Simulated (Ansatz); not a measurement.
# BiB (model cell, started as wurtzite): the cell at rest

Aim: bring BiB (model cell, started as wurtzite) to small forces and stress, as phonons need.

Program: Ansatz 0.2.0. Level of theory: DFT r2SCAN, scalar-relativistic, plane waves, PAW. Results are calculated unless marked as measured.

The structure was built from a prototype and need not be the compound's stable phase.

## 1. The starting structure

It takes space group P6_3mc (No. 186, hexagonal). The conventional cell has a = 3.991 Å, b = 3.991 Å, c = 6.517 Å, α = 90.00°, β = 90.00°, γ = 120.00°. Nearest to B lie 4 Bi at 2.44 Å. Bi has 4 B at 2.44 Å nearest. Farther neighbours are not listed.

## 2. A coarse first look

First a cheap look: the gap decides the mesh and the occupations, the pressure tells how far the cell has to move.

Contents of input.yaml:

```yaml
crystal:
  lattice:
    - [3.99104, 0.0, 0.0]
    - [-1.99552, 3.45634, 0.0]
    - [0.0, 0.0, 6.51736]
  atoms:
    - { symbol: B, position: [0.333333, 0.666667, 0.0] }
    - { symbol: B, position: [0.666667, 0.333333, 0.5] }
    - { symbol: Bi, position: [0.333333, 0.666667, 0.375] }
    - { symbol: Bi, position: [0.666667, 0.333333, 0.875] }
kpoints:
  mp_grid: { grid: [6, 6, 4] }
hamiltonian:
  xc: r2scan
scf:
  occupations: { method: gaussian, width: 0.1 }
output:
  forces: true
  stress: true
  eigenvalues: true
```

Run with:

```
$ ansatz run input.yaml --threads 4 --pin off --max-ram 7168MiB --backend cpu --events-out ev --progress --plain --runs-dir out
```

Numbers of over 12 decimals in the logs are rounded to 6 here.

Log:

```text
[...]
--- Band table (eV; the first three rows and the last of 21) ---
  k-point 0: bands = [... 14 lower, 7.6508, 9.1504, 9.1764, 9.2087, 9.3717, 9.3717, 11.8756, 11.8756]
  k-point 1: bands = [... 14 lower, 7.8332, 7.8332, 8.9986, 8.9986, 9.3893, 10.3908, 12.2605, 12.2605]
  k-point 2: bands = [... 14 lower, 8.3375, 8.3375, 8.3375, 8.3375, 9.9040, 9.9040, 13.0337, 13.0337]
  k-point 20: bands = [... 14 lower, 4.7641, 4.7641, 7.1193, 7.1193, 10.8142, 10.8142, 13.7004, 13.7004]
[key lines of the parts left out:]
SCF converged after 6 iterations
Free energy (F): -25131.957272 eV
Fermi energy:    9.276216 eV
P = ⅓ Tr σ = -5.4901 GPa (-54.901 kbar)
```

Wall time 4.3 s (4 threads of Arm Neoverse N1, shared host); peak memory 0.5 GiB; 16 s of CPU time.

This step gave:

```yaml
pressure: -5.490 GPa
volume_per_atom: 22.48 Å³
gap_on_the_k_mesh: 0.1631 eV
direct_gap_on_mesh: 0.1631 eV
```

The coarse mesh shows a gap of 0.16 eV and a pressure of -5.5 GPa.

## 3. Relaxation

Harmonic phonons are second derivatives at a point where the forces vanish, and they are wanted at zero stress, so atoms and cell are relaxed first.

input.yaml, the sections that differ from step 2:

```yaml
kpoints:
  mp_grid: { grid: [9, 9, 6] }
scf:
  occupations: { method: gaussian, width: 0.01 }
output:
  forces: true
  stress: true
  eigenvalues: true
  write_density: true
  write_potential: true
  elf: true
  volumetric_format: npy
relax:
  adjacent_minimum: "off"
  f_tol: 0.005
  max_steps: 80
  cell: { stress_tol: 0.05 }
# crystal, hamiltonian: as in step 2
```

Log:

```text
[...]
Crystal: 4 atoms, lattice volume = 89.903 Å³
Basis set: ecut = 500 eV, 2297 PW (Γ), exchange–correlation on 120×120×192 points (64 copies of the dense FFT grid, shifted against one another)
Bands: 22, of which v1, the nominal top of the filled ones, is band 18 counted from 1 (17 counted from 0)
Symmetry: 12 space group operations
[...]
k-points: 48 of 486 (time reversal used)
[...]
SCF iter   1: F=—  HF=-25131.961351 eV  |F-HF|=—  |Δ(HF+E_count)|=         —  Δρ=5.80e-3  dr2=4.06e-2  dr2_τ=8.65e-2  ethr=1.77e-3  ⟨swp⟩=6.2  Hψ=5041  notcnv=0
[...]
SCF iter   6: F=-25131.985154 eV  HF=-25131.985154 eV  |F-HF|=1.63e-8  |Δ(HF+E_count)|=   4.44e-7  Δρ=4.41e-6  dr2=1.44e-8  dr2_τ=7.44e-10  ethr=2.78e-10  ⟨swp⟩=11.1  Hψ=8822  notcnv=0
SCF 1 converged in 6 iterations: F = -25131.985154 eV  dr2 = 1.44e-8
[...]
relax step   1: F+E_penalty+E_count = -25131.98515442 eV  Δ(F+E_penalty+E_count) = +0.000e0 eV  max|allowed force component| = 4.025e-2 eV/Å  Δτ_max = 0.0000 Å  P = -5.588 GPa  Ω = 89.903 Å³  (6 SCF iters, dr2 threshold 1.00e-7 eV, accepted)
Crystal: 4 atoms, lattice volume = 78.828 Å³
Basis set: ecut = 500 eV, 1979 PW (Γ), exchange–correlation on 120×120×192 points (64 copies of the dense FFT grid, shifted against one another)
[...]
iter 1 solved again at ethr=5.90e-4 eV; its pass at ethr=3.10e-3 eV (dr2=2.12e-1 eV) is discarded
[...]
SCF iter   7: F=-25132.083554 eV  HF=-25132.083554 eV  |F-HF|=3.20e-9  |Δ(HF+E_count)|=   9.67e-8  Δρ=3.21e-6  dr2=1.11e-8  dr2_τ=2.28e-10  ethr=1.11e-9  ⟨swp⟩=10.9  Hψ=8138  notcnv=0
SCF 2 converged in 7 iterations: F = -25132.083554 eV  dr2 = 1.11e-8
relax step   2: F+E_penalty+E_count = -25132.08355443 eV  Δ(F+E_penalty+E_count) = -9.840e-2 eV  max|allowed force component| = 1.557e-2 eV/Å  Δτ_max = 0.0061 Å  P = +4.039 GPa  Ω = 78.828 Å³  energy of the carried Pulay correction = +1.707e-3 eV  (7 SCF iters, dr2 threshold 4.00e-7 eV, accepted)
Crystal: 4 atoms, lattice volume = 83.077 Å³
Basis set: ecut = 500 eV, 2093 PW (Γ), exchange–correlation on 120×120×192 points (64 copies of the dense FFT grid, shifted against one another)
[...]
SCF iter   6: F=-25132.127651 eV  HF=-25132.127651 eV  |F-HF|=1.46e-8  |Δ(HF+E_count)|=   1.45e-6  Δρ=1.30e-5  dr2=1.36e-7  dr2_τ=4.22e-9  ethr=1.11e-9  ⟨swp⟩=9.3  Hψ=9115  notcnv=0
SCF 3 converged in 6 iterations: F = -25132.127651 eV  dr2 = 1.36e-7
[...]
relax step   3: F+E_penalty+E_count = -25132.12765115 eV  Δ(F+E_penalty+E_count) = -4.410e-2 eV  max|allowed force component| = 2.133e-2 eV/Å  Δτ_max = 0.0074 Å  P = -0.545 GPa  Ω = 83.077 Å³  energy of the carried Pulay correction = +1.026e-3 eV  (6 SCF iters, dr2 threshold 4.00e-7 eV, accepted)
[...]
relax step   4: F+E_penalty+E_count = -25132.12942819 eV  Δ(F+E_penalty+E_count) = -1.777e-3 eV  max|allowed force component| = 3.075e-2 eV/Å  Δτ_max = 0.0047 Å  P = -0.045 GPa  Ω = 82.540 Å³  energy of the carried Pulay correction = +1.111e-3 eV  (5 SCF iters, dr2 threshold 4.00e-7 eV, accepted)
[...]
relax step   5: F+E_penalty+E_count = -25132.12959079 eV  Δ(F+E_penalty+E_count) = -1.626e-4 eV  max|allowed force component| = 5.044e-3 eV/Å  Δτ_max = 0.0021 Å  P = -0.005 GPa  Ω = 82.505 Å³  energy of the carried Pulay correction = +1.116e-3 eV  (4 SCF iters, dr2 threshold 5.91e-8 eV, accepted)
[...]
relax step   6: F+E_penalty+E_count = -25132.12959525 eV  Δ(F+E_penalty+E_count) = -4.465e-6 eV  max|allowed force component| = 2.605e-5 eV/Å  Δτ_max = 0.0002 Å  P = -0.000 GPa  Ω = 82.500 Å³  energy of the carried Pulay correction = +1.117e-3 eV  (4 SCF iters, dr2 threshold 1.59e-9 eV, accepted)
[...]
SCF iter   5: F=-25132.128730 eV  HF=-25132.128730 eV  |F-HF|=3.64e-12  |Δ(HF+E_count)|=  2.47e-10  Δρ=8.78e-8  dr2=3.81e-12  dr2_τ=4.47e-13  ethr=1.00e-12  ⟨swp⟩=6.9  Hψ=5235  notcnv=0
SCF 7 converged in 5 iterations: F = -25132.128730 eV  dr2 = 3.81e-12
relax step   7: F+E_penalty+E_count = -25132.12873034 eV  Δ(F+E_penalty+E_count) = +8.649e-4 eV  max|allowed force component| = 4.109e-5 eV/Å  Δτ_max = 0.0000 Å  P = -0.010 GPa  Ω = 82.500 Å³  stress off target by 1.01e-2 GPa  SCF on the basis re-selected at this cell (its energy is not comparable with the rows above)  (5 SCF iters)
basis re-selected at this cell: Δ(F+E_penalty+E_count) = +8.649e-4 eV, ΔP = -0.010 GPa vs the last step (what re-selecting the basis moved, of the pressure what is left beyond the Pulay correction that the steps carried, after the strain that the cell walked since its last selection, with what the two solves' SCF thresholds leave and, on support functions, any second-order correction that the steps lacked; it is no m [...]
SCF converged after 5 iterations
Free energy (F): -25132.128730 eV
[...]
Internal energy: -25132.128730 eV  (E = F + TS)
E sigma→0 (E₀):  -25132.128730 eV
Fermi energy:    10.762665 eV
[...]
--- Forces (eV/Å), atoms counted from 1 ---
  atom   1  B      0.00000000     0.00000000     0.00004035
  atom   2  B      0.00000000    -0.00000000     0.00004035
  atom   3  Bi     0.00000000     0.00000000    -0.00004182
  atom   4  Bi    -0.00000000    -0.00000000    -0.00004182
  max |Σ_I F_I| component: 2.94e-6 eV/Å
--- Stress (GPa, compression-positive) ---
       -0.010067      -0.000000       0.000000
       -0.000000      -0.010067       0.000000
       -0.000000       0.000000      -0.009580
  P = ⅓ Tr σ = -0.0099 GPa (-0.099 kbar)
--- Band table (eV; the first three rows and the last of 48) ---
  k-point 0: bands = [... 14 lower, 8.8302, 10.4226, 10.6638, 10.6638, 10.8612, 11.1118, 13.3154, 13.3154]
  k-point 1: bands = [... 14 lower, 8.9177, 9.0515, 10.4702, 10.4702, 10.9408, 12.0061, 13.5073, 13.5073]
  k-point 2: bands = [... 14 lower, 9.1717, 9.1717, 10.0352, 10.0352, 11.1783, 12.0085, 13.9594, 13.9594]
  k-point 47: bands = [... 14 lower, 5.5554, 5.5554, 8.1486, 8.1486, 12.2393, 12.2393, 14.9407, 14.9407]
--- Relaxed structure (6 steps of the walk, 6 accepted, 1 SCFs on fresh bases) ---
  F+E_penalty+E_count = -25132.12873034 eV   max|allowed force component| = 4.109e-5 eV/Å   (the final SCF, on the basis selected at the relaxed cell)
  cell:  # Å, volume = 82.4997 Å³
    - [3.865263, 0.0, 0.0]
    - [-1.932631, 3.347416, 0.0]
    - [0.0, 0.0, 6.376225]
  atoms:
    - { symbol: B, position: [0.333333, 0.666667, 0.000220853] }
    - { symbol: B, position: [0.666667, 0.333333, 0.500221] }
    - { symbol: Bi, position: [0.333333, 0.666667, 0.374779] }
    - { symbol: Bi, position: [0.666667, 0.333333, 0.874779] }
```

Elapsed: 79 s, on 4 threads; peak memory 0.61 GiB.

Relaxation path:

| step | energy less that of the first step (eV) | largest force component (eV/Å) | pressure (GPa) | volume (Å³) |
| --- | --- | --- | --- | --- |
| 1 | 0.0000 | 0.0403 | -5.59 | 89.90 |
| 2 | -0.0984 | 0.0156 | 4.04 | 78.83 |
| 3 | -0.1425 | 0.0213 | -0.54 | 83.08 |
| 4 | -0.1443 | 0.0308 | -0.04 | 82.54 |
| 5 | -0.1444 | 0.0050 | 0.00 | 82.50 |
| 6 | -0.1444 | 0.0000 | 0.00 | 82.50 |
| 7* | -0.1436 | 0.0000 | -0.01 | 82.50 |

Relaxation steps marked * repeat the geometry before them on a plane-wave basis chosen anew for their cell, so energy and pressure can jump there.

Forces are held to the 12 operations that the run works with; a distortion that breaks them can't arise in this run.

| conventional cell, symmetrised | before | after | change |
| --- | --- | --- | --- |
| a (Å) | 3.991 | 3.865 | -3.2 % |
| b (Å) | 3.991 | 3.865 | -3.2 % |
| c (Å) | 6.517 | 6.376 | -2.2 % |
| volume (Å³/atom) | 22.48 | 20.62 | -8.2 % |

The relaxed structure:

```xyz
4
Lattice="3.8653 0.0000 0.0000 -1.9326 3.3474 0.0000 0.0000 0.0000 6.3762" Properties=species:S:1:pos:R:3 pbc="T T T"
B     0.0000    2.2316    0.0014
B     1.9326    1.1158    3.1895
Bi    0.0000    2.2316    2.3897
Bi    1.9326    1.1158    5.5778
```

This step gave:

| Item | Value |
| --- | --- |
| pressure | -0.009905 GPa |
| gap on the k-mesh | 0.1974 eV |
| volume per atom | 20.62 Å³ |
| direct gap on mesh | 0.1974 eV |

Electrostatic potential energy in the ac plane at fractional y = 0.333, with atoms of B and Bi within 0.2 Å of it. With pseudopotentials it is smooth inside the atoms' cores, unlike the true potential.

Values in eV, 23 rows by 14 columns, each cell a mean:
```
  9  11  11  11  10   6  -3 -27 -51 -63 -58 -36 -10   3
  8  11  11  11   9   3 -11 -49 -72 -75 -74 -60 -23  -2
  8  11  12  11   9   2 -16 -58 -75 -75 -75 -68 -29  -4
  8  11  12  12   9   3 -12 -50 -72 -75 -74 -60 -23  -2
  9  11  12  12  10   5  -4 -28 -52 -63 -59 -37 -11   2
 11  12  13  12  11   9   4  -5 -15 -22 -18  -8   2   7
 12  13  13  13  12  11   9   5   2   0   1   4   8  10
 13  13  13  13  13  12  11   9   7   5   6   8  10  12
 13  13  13  13  13  12  11   7   2  -3  -1   5  10  12
 12  12  12  12  12  11   9  -1 -17 -28 -23  -6   7  11
 11  10  10  10  11  10   7 -12 -38 -53 -46 -22   2   9
  9   8   7   8   9   9   6 -14 -41 -55 -49 -24   2   8
  7   5   4   4   7   8   7  -5 -25 -39 -32 -12   5   8
  6   3   1   2   5   8   9   6  -1  -7  -4   4   8   9
  6   3   1   2   5   8  10  10   8   7   8   9  10   9
  7   5   3   4   6   9  11  12  12  11  12  12  11  10
  9   8   7   7   8  10  12  12  13  13  13  13  12  11
 11  10  10  10  10  11  12  13  13  13  13  13  12  12
 12  12  12  12  12  12  13  13  13  12  12  13  13  12
 13  12  12  12  12  13  12  12  12  11  11  12  12  13
 12  12  12  12  12  12  11  10   9   8   8   9  11  12
 11  11  11  11  11  11   9   5   2   0   1   4   8  10
 10  11  11  11  11   9   5  -4 -13 -20 -17  -7   2   8
```
Columns run along a (3.9 Å; values clipped at the 3rd and 97th percentile), rows up along c (6.4 Å). Atoms in or near the plane, at fractional coordinates: B at (0.67, 0.50), Bi at (0.67, 0.87).

Valence density in the ac plane at fractional y = 0.333, with atoms of B and Bi within 0.2 Å of it. It is the smooth field of the valence electrons, not physical close to the nuclei.

Ten steps, logarithmic in the rise over the least value, from '0' (0.0 e/Å³) to '9' (7.7 e/Å³), each cell a mean:
```
32222346888754
32223458999864
32222458999874
21112358999864
21011346888753
10001234566532
00000123444432
00000123344321
10000123444322
11111234444432
22122234434433
22222334434443
33333334444443
33333333444333
33333322333222
23332221111112
22222111000011
11111100000000
11111000000000
11111000000000
11111111222111
22222223343322
22222234565533
```
Columns run along a (3.9 Å), rows up along c (6.4 Å). Atoms in or near the plane, at fractional coordinates: B at (0.67, 0.50), Bi at (0.67, 0.87).

ELF in the ac plane at fractional y = 0.333, with atoms of B and Bi within 0.2 Å of it. It is the smooth field of the valence electrons, not physical close to the nuclei.

Values, 23 rows by 14 columns, each cell a mean:
```
0.55 0.56 0.52 0.54 0.57 0.49 0.41 0.38 0.29 0.22 0.26 0.35 0.40 0.44
0.51 0.52 0.49 0.51 0.53 0.45 0.41 0.29 0.14 0.08 0.10 0.23 0.38 0.41
0.45 0.43 0.39 0.41 0.46 0.43 0.41 0.25 0.09 0.16 0.10 0.18 0.37 0.41
0.38 0.31 0.25 0.28 0.37 0.41 0.42 0.30 0.13 0.09 0.10 0.24 0.40 0.41
0.32 0.21 0.14 0.17 0.28 0.38 0.41 0.39 0.28 0.21 0.24 0.35 0.42 0.39
0.23 0.11 0.06 0.08 0.18 0.32 0.39 0.41 0.40 0.38 0.39 0.41 0.40 0.36
0.16 0.07 0.03 0.05 0.12 0.28 0.41 0.48 0.49 0.49 0.49 0.49 0.44 0.34
0.15 0.06 0.04 0.05 0.11 0.28 0.46 0.64 0.72 0.75 0.73 0.67 0.53 0.36
0.22 0.12 0.08 0.10 0.18 0.35 0.53 0.70 0.77 0.80 0.79 0.73 0.60 0.43
0.34 0.23 0.18 0.20 0.29 0.46 0.59 0.63 0.55 0.46 0.50 0.61 0.62 0.53
0.47 0.35 0.30 0.32 0.42 0.59 0.68 0.55 0.22 0.04 0.11 0.43 0.68 0.64
0.52 0.40 0.35 0.37 0.47 0.64 0.74 0.61 0.22 0.02 0.10 0.48 0.74 0.70
0.50 0.40 0.37 0.38 0.45 0.62 0.75 0.71 0.44 0.20 0.31 0.63 0.77 0.69
0.45 0.40 0.40 0.40 0.43 0.54 0.67 0.71 0.62 0.51 0.56 0.69 0.70 0.60
0.41 0.40 0.42 0.41 0.41 0.46 0.54 0.60 0.57 0.53 0.55 0.59 0.57 0.50
0.37 0.40 0.41 0.41 0.38 0.37 0.37 0.38 0.37 0.35 0.36 0.37 0.37 0.37
0.32 0.36 0.39 0.37 0.33 0.27 0.22 0.17 0.16 0.15 0.15 0.16 0.19 0.24
0.24 0.31 0.34 0.33 0.27 0.18 0.11 0.07 0.05 0.05 0.05 0.06 0.09 0.14
0.19 0.27 0.31 0.29 0.22 0.14 0.08 0.05 0.04 0.04 0.04 0.04 0.06 0.10
0.22 0.28 0.32 0.31 0.25 0.17 0.13 0.11 0.11 0.12 0.12 0.11 0.11 0.14
0.32 0.35 0.37 0.36 0.33 0.29 0.27 0.27 0.30 0.31 0.31 0.28 0.26 0.27
0.45 0.45 0.43 0.44 0.45 0.44 0.40 0.38 0.40 0.42 0.41 0.39 0.39 0.42
0.54 0.53 0.49 0.51 0.54 0.51 0.43 0.41 0.43 0.44 0.43 0.41 0.40 0.47
```
Columns run along a (3.9 Å), rows up along c (6.4 Å). Atoms in or near the plane, at fractional coordinates: B at (0.67, 0.50), Bi at (0.67, 0.87).

In this step the volume went from 22.48 to 20.62 Å³/atom.

## 4. Bringing the structure to rest

The relaxation is repeated from its end on the same settings, as a check that it has come to rest.

input.yaml, the sections that differ from step 3:

```yaml
crystal:
  lattice:
    - [3.865262563, 0.0, 0.0]
    - [-1.9326312815, 3.3474155718, 0.0]
    - [0.0, 0.0, 6.3762248712]
  atoms:
    - { symbol: B, position: [0.3333333333, 0.6666666667, 0.0002208533] }
    - { symbol: B, position: [0.6666666667, 0.3333333333, 0.5002208533] }
    - { symbol: Bi, position: [0.3333333333, 0.6666666667, 0.3747791467] }
    - { symbol: Bi, position: [0.6666666667, 0.3333333333, 0.8747791467] }
# kpoints, hamiltonian, scf, output, relax: as in step 3
```

Log:

```text
[...]
Crystal: 4 atoms, lattice volume = 82.500 Å³
Basis set: ecut = 500 eV, 2069 PW (Γ), exchange–correlation on 120×120×192 points (64 copies of the dense FFT grid, shifted against one another)
Bands: 22, of which v1, the nominal top of the filled ones, is band 18 counted from 1 (17 counted from 0)
Symmetry: 12 space group operations
[...]
--- Relaxed structure (1 steps of the walk, 1 accepted, 1 SCFs on fresh bases) ---
[...]
cell:  # Å, volume = 82.4997 Å³
    - [3.865263, 0.0, 0.0]
    - [-1.932631, 3.347416, 0.0]
    - [0.0, 0.0, 6.3762248712]
  atoms:
    - { symbol: B, position: [0.333333, 0.666667, 0.000220853] }
    - { symbol: B, position: [0.666667, 0.333333, 0.5002208533] }
    - { symbol: Bi, position: [0.333333, 0.666667, 0.374779] }
    - { symbol: Bi, position: [0.666667, 0.333333, 0.8747791467] }
[key lines of the parts left out:]
SCF converged after 5 iterations
Free energy (F): -25132.128730 eV
Fermi energy:    10.762665 eV
P = ⅓ Tr σ = -0.0099 GPa (-0.099 kbar)
```

Elapsed: 20 s, on 4 threads; peak memory 0.55 GiB.

Little changed from the start: no atom moved by 0.005 Å and no cell edge by 0.1 %.

This step gave:

- pressure: -0.009910 GPa

(Continued in part 2 of 2.)

[Logs are printed without paths, hosts, clocks, repeated set-up lines and the standing remarks that a program may print on its own settings, such as how far it seeks lower states.]

[Hosts, paths, dates, database ids (printed as entryN), source tags and the programs' standing remarks are cut or masked in the printed files.]
